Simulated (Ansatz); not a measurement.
# Structural relaxation of twisted silicene bilayer, 13.17° (76 atoms), part 3 of 3

How does twisted silicene bilayer, 13.17° (76 atoms) relax, and what do bonds and levels look like afterwards?

Ansatz 0.2.0; Kohn-Sham DFT, RPBE+D4, PAW (set soft_2), localised support functions (medium).

The cell: 76 Si. Beside vacuum, support functions can miss their usual error bounds without a warning.

So far. Step 3 (Relaxation): The relaxation changed the energy by -108 meV/atom, and atoms moved by 0.36 Å r.m.s., 0.72 Å at most.

## Step 5: Single point at the relaxed geometry (continued)

Planar average of the electrostatic potential energy along the normal, with the Fermi level as zero, after a running mean with a triangular window 4 Å wide at its base:

| height (Å) | potential energy (eV) |
| --- | --- |
| 0.0 | 4.71 |
| 0.6 | 4.71 |
| 1.2 | 4.71 |
| 1.6 | 4.71 |
| 2.2 | 4.71 |
| 2.8 | 4.71 |
| 3.4 | 4.71 |
| 4.0 | 4.70 |
| 4.6 | 4.67 |
| 5.1 | 4.60 |
| 5.7 | 4.22 |
| 6.3 | 3.04 |
| 6.9 | 0.62 |
| 7.5 | -2.62 |
| 8.1 | -5.28 |
| 8.5 | -6.02 |
| 9.1 | -5.12 |
| 9.7 | -3.63 |
| 10.3 | -3.42 |
| 10.9 | -4.70 |
| 11.5 | -5.97 |
| 11.9 | -5.68 |
| 12.5 | -3.42 |
| 13.1 | -0.18 |
| 13.7 | 2.54 |
| 14.3 | 4.02 |
| 14.9 | 4.54 |
| 15.4 | 4.66 |
| 16.0 | 4.70 |
| 16.6 | 4.71 |
| 17.2 | 4.71 |
| 17.8 | 4.71 |
| 18.3 | 4.71 |
| 18.8 | 4.71 |
| 19.4 | 4.71 |
| 20.0 | 4.71 |

Valence density in the ca plane at fractional y = 0.013, with atoms of Si within 0.2 Å of it. It is the smooth field of the valence electrons, not physical close to the nuclei.

Ten even steps from '0' (0.00 e/Å³) to '9' (0.54 e/Å³), each cell a mean:
```
00000000000000000001111000011110000000000000
00000000000000000124554321234543210000000000
00000000000000000136655532345335520000000000
00000000000000000135655432356556520000000000
00000000000000000235664323479974210000000000
00000000000000001356654335545652100000000000
00000000000000001479975345534652100000000000
00000000000000001257864222345542100000000000
00000000000000000123432110111221100000000000
00000000000000001233321000011111000000000000
00000000000000013455431101134432100000000000
00000000000000013689853111247986421000000000
00000000000000001356653111135776521000000000
00000000000000000112221100112343210000000000
00000000000000000111111000123322100000000000
00000000000000001223332211245643100000000000
00000000000000001246655543468985210000000000
00000000000000000135423653356775210000000000
00000000000000001247986432346653100000000000
00000000000000012567874323467642100000000000
00000000000000014642354234544652100000000000
00000000000000012455553223566642100000000000
00000000000000000112221101122211000000000000
00000000000000000000000000000000000000000000
```
Columns run along c (16.0 Å, from fractional 0.07 to 0.86 of the cell), rows up along a (16.8 Å). Atoms in or near the plane, at fractional coordinates: Si at (0.44, 0.28), Si at (0.41, 0.14), Si at (0.59, 0.87), Si at (0.56, 0.74).

Electrostatic potential energy in the ca plane at fractional y = 0.013, with atoms of Si within 0.2 Å of it. With pseudopotentials it is smooth inside the atoms' cores, unlike the true potential.

Ten even steps from '0' (-33 eV) to '9' (3 eV), each cell a mean:
```
99999999999999999999999999999999999999999999
99999999999999999988656899987667899999999999
99999999999999999974000478861001689999999999
99999999999999999985212589861001689999999999
99999999999999999987778898766678999999999999
99999999999999999863368985100268999999999999
99999999999999999863368885000168999999999999
99999999999999999987778998766789999999999999
99999999999999999988788999999999999999999999
99999999999999999988899999999999999999999999
99999999999999998656789999988889999999999999
99999999999999998655789999987767899999999999
99999999999999999887788999998655789999999999
99999999999999999999889999998878899999999999
99999999999999999999999999988889999999999999
99999999999999999998888899987788999999999999
99999999999999999986211479876568999999999999
99999999999999999973000178873136899999999999
99999999999999999987534789887678999999999999
99999999999999998632368998644689999999999999
99999999999999997200027886100168999999999999
99999999999999998632368997522478999999999999
99999999999999999998899999988899999999999999
99999999999999999999999999999999999999999999
```
Columns run along c (16.0 Å, from fractional 0.07 to 0.86 of the cell; values clipped at the 3rd and 97th percentile), rows up along a (16.8 Å). Atoms in or near the plane, at fractional coordinates: Si at (0.44, 0.28), Si at (0.41, 0.14), Si at (0.59, 0.87), Si at (0.56, 0.74).

The potential stands 4.71 eV above the Fermi level over the upper face and 4.71 eV under the lower one, a reading of the work function, with no dipole correction.

Local excerpt of 18 atoms (numbers count through the whole input) about Si53, picked at random; x, y, z are measured from there.

| atom | x | y | z | distance (Å) | bonds |
| --- | --- | --- | --- | --- | --- |
| Si53 | 0.00 | 0.00 | 0.00 | 0.00 | 3 |
| Si46 | -2.13 | 0.28 | -0.88 | 2.32 | 3 |
| Si70 | 1.31 | 1.54 | -1.15 | 2.32 | 3 |
| Si54 | 0.84 | -2.01 | -0.86 | 2.35 | 3 |
| Si45 | -3.07 | 2.24 | -0.05 | 3.80 | 3 |
| Si61 | 3.53 | 1.42 | -0.36 | 3.82 | 3 |
| Si43 | -3.50 | -1.53 | -0.51 | 3.85 | 3 |
| Si69 | 0.38 | 3.75 | -0.90 | 3.87 | 3 |
| Si59 | 3.15 | -2.33 | -0.52 | 3.95 | 3 |
| Si51 | -0.37 | -3.92 | -0.50 | 3.97 | 3 |
| Si17 | 0.51 | -1.44 | -3.68 | 3.98 | 3 |
| Si20 | 1.39 | 0.71 | -4.02 | 4.31 | 3 |
| Si19 | -0.02 | 2.51 | -3.79 | 4.55 | 3 |
| Si44 | -2.62 | -3.63 | -0.80 | 4.55 | 3 |
| Si64 | -1.97 | 4.07 | -0.96 | 4.62 | 3 |
| Si12 | -1.75 | -1.54 | -4.05 | 4.67 | 3 |
| Si62 | 4.55 | -0.57 | -1.07 | 4.71 | 3 |
| Si11 | -3.13 | 0.26 | -3.66 | 4.82 | 3 |

## Step 6: Summary of results

```
energy change in the relaxation               : -108.2 meV/atom
r.m.s. displacement                           : 0.357 Å
largest displacement                          : 0.722 Å
free energy per atom                          : -639.0268 eV/atom
r.m.s. force component                        : 0.01008 eV/Å
potential in mid-vacuum, over the Fermi level : 4.708 eV
wall time of the 3 DFT runs                   : 46 min
```

What this shows: Relaxation lowers the energy by 108 meV/atom and moves atoms by 0.36 Å r.m.s.; the r.m.s. force component goes from 0.29 to 0.010 eV/Å. By the final cutoffs no bond was broken or made. First to last step the energy falls by 8.227 eV; the largest move, 0.72 Å, is that of Si14 and 3 other atoms alike. The Si-Si bonds go from 2.271 Å (spread 0.014) to 2.327 Å (spread 0.031). With the cutoffs above, all Si atoms have 3 bonded neighbours. No gap is quoted, since levels at the Fermi energy are partly filled. The potential stands 4.71 eV above the Fermi level over the upper face and 4.71 eV under the lower one, a reading of the work function, with no dipole correction.

What to keep in mind: The program warns that the dispersion model switches its C6 values near this geometry, which can put artefacts into forces and pressure. The relaxed geometry lies near a switch of the dispersion model's C6 values, so it may be an artefact of their interpolation.

[Long decimals in the printed logs are rounded to 6 places.]

[Logs are printed without paths, hosts, clocks, repeated set-up lines and the standing remarks that a program may print on its own settings, such as how far it seeks lower states.]

[Hosts, paths, dates, database ids (printed as entryN), source tags and the programs' standing remarks are cut or masked in the printed files.]

[A walk said to have stopped at its limit may instead have ended on an SCF cycle that didn't converge.]
